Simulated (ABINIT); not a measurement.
# A GW chain in ABINIT: Cs2InAgCl6 (Fm-3m), part 2 of 2

Wanted: ground state, empty states, screening and self-energy for Cs2InAgCl6 (Fm-3m).

ABINIT 10.8.3; PBEsol and many-body steps on it, plane waves. Known limits of the many-body steps: not at the basis limit; d shell near the gap, gap tends to lie low; no spin-orbit coupling; coarse k mesh.

So far. Step 2 (Ground state): The gap is direct, at Γ. Step 3 (Empty states on the mesh, 2×2×2 mesh, 264 bands): On this mesh the gap is 1.045 eV.

## (4) Screening, 2×2×2 mesh, 240 bands, screening to 106.1 eV

The RPA dielectric matrix is built and inverted for each q.

This step: RPA screening on PBEsol, plane waves, norm-conserving pseudopotentials.

run.abi

```
acell 3*1.0 Angstrom
rprim 
  0.000000000000 5.234500000000 5.234500000000
  5.234500000000 0.000000000000 5.234500000000
  5.234500000000 5.234500000000 0.000000000000
ntypat 4
znucl 55 49 47 17
natom 10
typat 1 1 2 3 4 4 4 4 4 4
xred 
  0.250000000000 0.250000000000 0.250000000000
  0.750000000000 0.750000000000 0.750000000000
  0.000000000000 0.000000000000 0.000000000000
  0.500000000000 0.500000000000 0.500000000000
  0.760210000000 0.239790000000 0.239790000000
  0.239790000000 0.760210000000 0.239790000000
  0.239790000000 0.760210000000 0.760210000000
  0.760210000000 0.239790000000 0.760210000000
  0.239790000000 0.239790000000 0.760210000000
  0.760210000000 0.760210000000 0.239790000000
pp_dirpath "pseudos"
pseudos "Cs.upf, In.upf, Ag.upf, Cl.upf"
ecut 39
ngkpt 2 2 2
nshiftk 1
shiftk 0 0 0
kptopt 1
chksymbreak 0
istwfk *1
occopt 1
irdwfk 1
optdriver 3
nband 240
ecuteps 3.9
inclvkb 2
awtr 1
symchi 1
indata_prefix "in"
outdata_prefix "out"
tmpdata_prefix "tmp"
```

Command:

```bash
> OMP_NUM_THREADS=1 mpirun -n 8 abinit run.abi > log
```

Numbers of over 12 decimals in the logs are rounded to 6 here.

Output:

```text
.Version 10.8.3 of ABINIT. v10.8.2 released Aug 2026.

 Symmetries : space group Fm -3 m (#225); Bravais cF (face-center cubic)
[... echo of the input left out ...]
== DATASET  1 ==================================================================
-   mpi_nproc: 8, omp_nthreads: 1 (-1 if OMP is not activated)

--- !DatasetInfo
iteration_state: {dtset: 1, }
dimensions: {natom: 10, nkpt: 3, mband: 240, nsppol: 1, nspinor: 1, nspden: 1, mpw: 22556, }
cutoff_energies: {ecut:  39.0, pawecutdg:  -1.0, }
electrons: {nelect:   1.00000000E+02, charge:   0.00000000E+00, occopt:   1.00000000E+00, tsmear:   1.00000000E-02, }

 SCREENING: Calculation of the susceptibility and dielectric matrices

 Based on a program developped by R.W. Godby, V. Olevano, G. Onida, and L. Reining.
 Incorporated in ABINIT by V. Olevano, G.-M. Rignanese, and M. Torrent.
.Using double precision arithmetic ; gwpc =  8

[... cell and pseudopotentials left out ...]
--------------------------------------------------------------------------------

 ==== K-mesh for the wavefunctions ====
 Number of points in the irreducible wedge :     3
[... list of points left out ...]
 Together with 48 symmetry operations and time-reversal symmetry
 yields     8 points in the full Brillouin Zone.

 ==== Q-mesh for the screening function ====
 Number of points in the irreducible wedge :     3
[... list of points left out ...]
 Together with 48 symmetry operations and time-reversal symmetry
 yields     8 points in the full Brillouin Zone.

 setmesh: FFT mesh size selected  =    54x   54x   54
          total number of points  =       157464

 vcoul_init : cutoff-mode = AUXILIARY_FUNCTION
 q-points for optical limit:   1
     1)      0.000010    0.000020    0.000030

- screening: taking advantage of time-reversal symmetry
- Maximum band index for partially occupied states nbvw = 50
- Remaining bands to be divided among processors   nbcw = 190
- Number of bands treated by each node ~23

 Number of electrons calculated from density =  100.0000; Expected =  100.0000
 average of density, n =  0.051659
 r_s =    1.6657
 omega_plasma =   21.9245 [eV]

 calculating chi0 at frequencies [eV] :
  1    0.000000E+00    0.000000E+00
  2    0.000000E+00    2.192449E+01

--------------------------------------------------------------------------------
  q-point number  1        q = ( 0.000000, 0.000000, 0.000000) [r.l.u.]
--------------------------------------------------------------------------------
[... chi0 elements left out ...]
 For q-point:  0.000010 0.000020 0.000030
  dielectric constant =   4.0583
  dielectric constant without local fields =   4.5648

  Average fulfillment of the sum rule on Im[epsilon] for q-point    1 :     52.27  [%]
[... wings left out ...]
  q-point number  2        q = ( 0.500000, 0.000000, 0.000000) [r.l.u.]
--------------------------------------------------------------------------------
[... chi0 elements left out ...]
  Average fulfillment of the sum rule on Im[epsilon] for q-point    2 :     56.91  [%]

 [... 1 further q-points ...]
```

It took 2.5 min on 8 MPI ranks of Arm Neoverse V2, shared host; peak memory 9.7 GiB.

This step gave:

```yaml
eps_infinity_with_local_fields_on_this_mesh_along_the_program_s_q_direction: 4.058
the_same_without_local_fields: 4.565
plasma_frequency: 21.92 eV
plane_waves_in_the_screening_matrix: 725
```

Local fields lower ε∞ by 11 %. On a Γ-centred mesh this coarse the value itself is usually too large, while a short band sum pulls it down.

## (5) Self-energy, 2×2×2 mesh, 240 bands, screening to 106.1 eV

The self-energy is evaluated for the states that the input lists, and the levels follow from it, in one-shot runs by the linearised quasiparticle equation.

This step: G0W0 on PBEsol, plane waves, norm-conserving pseudopotentials.

run.abi: that of step 4 with these lines changed.

```diff
@@ -31,8 +31,15 @@
 irdwfk 1
-optdriver 3
+optdriver 4
 nband 240
+gwcalctyp 0
+ecutsigx 39
+symsigma 1
+nkptgw 1
+kptgw 
+  0.0000000000 0.0000000000 0.0000000000
+bdgw 
+  49 52
 ecuteps 3.9
-inclvkb 2
-awtr 1
-symchi 1
+irdscr 1
+ppmodel 1
 indata_prefix "in"
```

Output:

```text
.Version 10.8.3 of ABINIT. v10.8.2 released Aug 2026.

 Symmetries : space group Fm -3 m (#225); Bravais cF (face-center cubic)
[... echo of the input left out ...]
== DATASET  1 ==================================================================
-   mpi_nproc: 8, omp_nthreads: 1 (-1 if OMP is not activated)

--- !DatasetInfo
iteration_state: {dtset: 1, }
dimensions: {natom: 10, nkpt: 3, mband: 240, nsppol: 1, nspinor: 1, nspden: 1, mpw: 22556, }
cutoff_energies: {ecut:  39.0, pawecutdg:  -1.0, }
electrons: {nelect:   1.00000000E+02, charge:   0.00000000E+00, occopt:   1.00000000E+00, tsmear:   1.00000000E-02, }

 SIGMA: Calculation of the GW corrections

 Based on a program developped by R.W. Godby, V. Olevano, G. Onida, and L. Reining.
 Incorporated in ABINIT by V. Olevano, G.-M. Rignanese, and M. Torrent.
.Using double precision arithmetic ; gwpc =  8

[... cell and pseudopotentials left out ...]
--------------------------------------------------------------------------------

 ==== K-mesh for the wavefunctions ====
 Number of points in the irreducible wedge :     3
[... list of points left out ...]
 Together with 48 symmetry operations and time-reversal symmetry
 yields     8 points in the full Brillouin Zone.

 ==== Q-mesh for screening function ====
 Number of points in the irreducible wedge :     3
[... list of points left out ...]
 Together with 48 symmetry operations and time-reversal symmetry
 yields     8 points in the full Brillouin Zone.

 vcoul_init : cutoff-mode = AUXILIARY_FUNCTION
 q-points for optical limit:   1
     1)      0.000010    0.000020    0.000030
 setmesh: FFT mesh size selected  =    80x   80x   80
          total number of points  =       512000

 Number of electrons calculated from density =  100.0000; Expected =  100.0000
 average of density, n =  0.051659
 r_s =    1.6657
 omega_plasma =   21.9245 [eV]

 === KS Band Gaps ===
  >>>> For spin  1
   Minimum direct gap =   1.0449 [eV], located at k-point      :   0.0000  0.0000  0.0000
   Fundamental gap    =   1.0449 [eV], Top of valence bands at :   0.0000  0.0000  0.0000
                                       Bottom of conduction at :   0.0000  0.0000  0.0000
 SIGMA fundamental parameters:
 PLASMON POLE MODEL  1
 number of plane-waves for SigmaX                22419
 number of plane-waves for SigmaC and W            725
 number of plane-waves for wavefunctions         22419
 number of bands                                   240
 number of independent spin polarizations            1
 number of spinorial components                      1
 number of k-points in IBZ                           3
 number of q-points in IBZ                           3
 number of symmetry operations                      48
 number of k-points in BZ                            8
 number of q-points in BZ                            8
 number of frequencies for dSigma/dE                 9
 frequency step for dSigma/dE [eV]                0.25
 number of omega for Sigma on real axis              0
 max omega for Sigma on real axis  [eV]           0.00
 zcut for avoiding poles [eV]                     0.10

 EPSILON^-1 parameters (SCR file):
 dimension of the eps^-1 matrix on file            725
 dimension of the eps^-1 matrix used               725
 number of plane-waves for wavefunctions         22419
 number of bands                                   240
 number of q-points in IBZ                           3
 number of frequencies                               2
 number of real frequencies                          1
 number of imag frequencies                          1

 matrix elements of self-energy operator (all in [eV])

 Perturbative Calculation

--- !SelfEnergy_ee
iteration_state: {dtset: 1, }
kpoint     : [   0.000,    0.000,    0.000, ]
spin       : 1
KS_gap     :    1.045
QP_gap     :    2.999
Delta_QP_KS:    1.954
data: !SigmaeeData |
     Band     E0 <VxcDFT>   SigX SigC(E0)      Z dSigC/dE  Sig(E)    E-E0       E
       49   2.083 -20.268 -24.588   3.682   0.790  -0.267 -20.771  -0.504   1.580
       50   2.083 -20.268 -24.588   3.682   0.790  -0.267 -20.771  -0.504   1.580
       51   3.128 -12.732  -8.349  -2.632   0.829  -0.207 -11.281   1.450   4.579
       52   7.166  -7.707  -3.464  -3.127   0.857  -0.167  -6.751   0.956   8.121

== END DATASET(S) ==============================================================
================================================================================

 -outvars: echo values of variables after computation  --------
           etotal      0.0000000000E+00
            nband         240
             nkpt           3
          spgroup         225
 [... the other variables as echoed above ...]

 Calculation completed.
```

Elapsed: 14 s, on 8 MPI ranks; peak memory 5.3 GiB.

This step gave:

```
G0W0 gap on the points computed              : 2.999 eV
starting gap on the mesh                     : 1.045 eV
k of the valence top                         : 0, 0, 0
k of the conduction bottom                   : 0, 0, 0
Z at the valence top                         : 0.79
Z at the conduction bottom                   : 0.829
least direct G0W0 gap on the computed points : 2.999 eV
```

The gap on the mesh goes from 1.04 eV to 3.00 eV, a correction of +1.95 eV.

Limits: finite bands, cutoff and mesh; d shell near the gap, gap tends to lie low; no spin-orbit coupling; coarse k mesh. v1 is the top filled band, c1 the lowest empty one. The levels before and after the correction (eV, zero at the valence-band top of each column):

```tsv
	conduction bottom	valence top
Kohn-Sham	1.04	0.00
G0W0	3.00	0.00
```

```tsv
	level	energy (eV)
Kohn-Sham	Γ v2-v1	0.000
Kohn-Sham	Γ c1	1.045
Kohn-Sham	Γ c2	5.082
G0W0	Γ v2-v1	0.000
G0W0	Γ c1	2.999
G0W0	Γ c2	6.541
```

## (6) Where the time went

Times are wall times on the hardware named with each run, good to a factor of about two.

```tsv
step	time	share	memory (GiB)
ground state	1.8 min	21 %	2.0
empty states on the mesh	3.9 min	46 %	0.73
screening	2.5 min	30 %	9.7
self-energy	14 s	3 %	5.3
```

## (7) What came out

```yaml
pbesol_gap: 1.04 eV, direct
g0w0_gap_on_the_mesh: 3.00 eV
gw_settings: 2×2×2 mesh, 240 bands, screening to 106.1 eV, Godby-Needs plasmon pole
known_limits: not at the basis limit; d shell near the gap, gap tends to lie low; no spin-orbit coupling; coarse k mesh
```

In words: G0W0 moves the gap on the mesh from 1.04 eV to 3.00 eV (+1.95 eV), with Z of 0.79 and 0.83 at the edges. Local fields lower the RPA ε∞ on this mesh from 4.56 to 4.06; a Γ-centred mesh this coarse tends to raise both, most where the direct gap is narrow, while a short band sum lowers them. Only 1 of the mesh's irreducible points was corrected, so a valley elsewhere could overtake. The dearest step here is «empty states on the mesh». Against experiment, by G0W0@PBEsol: the direct gap of 3.00 eV lies −0.30 eV from the measured 3.3 eV (direct, 2016). An exciton line or allowed optical edge lies below the quasiparticle gap by the binding energy; a forbidden edge can push the onset above it. The calculation has static nuclei and no excitons; a measured gap holds zero-point and thermal motion, which mostly lowers it. Bands and cutoff are finite, so the gap is not at the basis limit. The miss can reach some tenths of an eV and take either sign; the mesh is an error of its own. In the G0W0 run levels were corrected at 1 k point alone, so a gap called «on the mesh» is the least over those, and an edge elsewhere would be missed. The 2×2×2 mesh is coarse for this cell, which bears on the long-range parts of exchange and screening. A d shell, filled or nearly so, lies near the gap. One-shot GW converges very slowly in bands there, not always from below, and on a semilocal start the gap tends to come out low; starts rich in exact exchange can overshoot instead. The many-body steps are scalar-relativistic: spin-orbit coupling is not in them.

[Paths, hosts, dates, memory and timing lines, banners, echoed tables and standing remarks are left out of the program output.]

[Logs are printed without paths, hosts, clocks, repeated set-up lines and the standing remarks that a program may print on its own settings, such as how far it seeks lower states.]

[Runs of the session that timed out or met a known fault of the program may be left out.]

[Hosts, paths, dates, database ids (printed as entryN), source tags and the programs' standing remarks are cut or masked in the printed files.]

[G0W0 gaps are taken among the corrected bands and points alone; a level outside them can change the order at an edge.]

[Where Ansatz stands beside ABINIT at settings called matched, ABINIT's density can come from a denser mesh and the files from another edition; pairs whose starting gaps differed by over 0.03 eV were left out, so agreement reads better than it is.]
